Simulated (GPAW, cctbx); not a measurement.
# By hand: from a DFT structure factor to an extinction distance in ZnCd

ZnCd, Pm-3m (no. 221), a = 3.3847 Å, b = 3.3847 Å, c = 3.3847 Å, α = 90.00°, β = 90.00°, γ = 90.00°.

```csv
atom,mult.,x,y,z
Cd1,1,1/2,1/2,1/2
Zn1,1,0,0,0
```

The start was made by putting kin elements into a known structure type; the compound need not exist, or be stable, in this form.

A DFT run (GPAW, PBE, 450 eV, 6×6×6 k-points, Fermi–Dirac width 0.05 eV) gives the static X-ray structure factor of 010 as 15.844 e for the conventional cell; superposed free atoms give 15.869 e. **Problem.** Find the Fourier component V of the crystal potential and the two-beam extinction distance at 80 kV in both cases.

## 1. Geometry

The cell volume is Ω = 38.78 Å³ and d(010) = 3.3847 Å, so g = 1/d = 0.2954 Å⁻¹.

## 2. The nuclei

Electrons feel nuclei as well as electrons, so the nuclear charges are summed with the same phases.

Phase sums Σ exp(2πi h·x), turned so that the total is real and positive: Cd +1.000, Zn -1.000. Then F_Z = 48 × (+1.000) + 30 × (-1.000) = 18.00 e. The electron term has the same sign for this reflection.

## 3. Mott–Bethe

Poisson's equation, term by term, gives V = (e/4πε₀)(F_Z − F)/(πΩg²), with e/4πε₀ = 14.3996 V Å.

The prefactor is 14.3996 × 3.3847²/(π × 38.78) = 1.35413 V per electron. Free atoms: (18.00 − 15.869) × 1.35413 = 2.886 V. Crystal: (18.00 − 15.844) × 1.35413 = 2.920 V. F changes by -0.16 % and V by +1.2 %: the same 0.03 e is measured against F_Z − F = 2.1 e in place of F = 15.9 e.

## 4. Extinction distance

In the two-beam case ξ = 1/(λU) with U = 2γm₀eV/h², that is ξ = 150.41 V Å²/(γλV).

At 80 kV, λ = 0.04176 Å and γ = 1.1566. Free atoms: ξ = 1079 Å. Crystal: ξ = 1067 Å. The thickness fringes go as sin²(πt/ξ), so the two patterns slip by a quarter of a period when t|1/ξ₁ − 1/ξ₀| = 1/4, at t ≈ 2300 nm, thicker than usual samples. Thermal motion, absorption and many-beam coupling, left out here, change a real pattern.

## 5. Answer

V(010) is 2.92 V against 2.89 V, and ξ is 1067 against 1079 Å. Limits: static atoms, two beams.

[Outputs are excerpts: Python notices, other lines and further rows are left out; steps that failed or that the build refused (PBEsol, TPSS) are not shown.]

[Logs are printed without paths, hosts, clocks, repeated set-up lines and the standing remarks that a program may print on its own settings, such as how far it seeks lower states.]
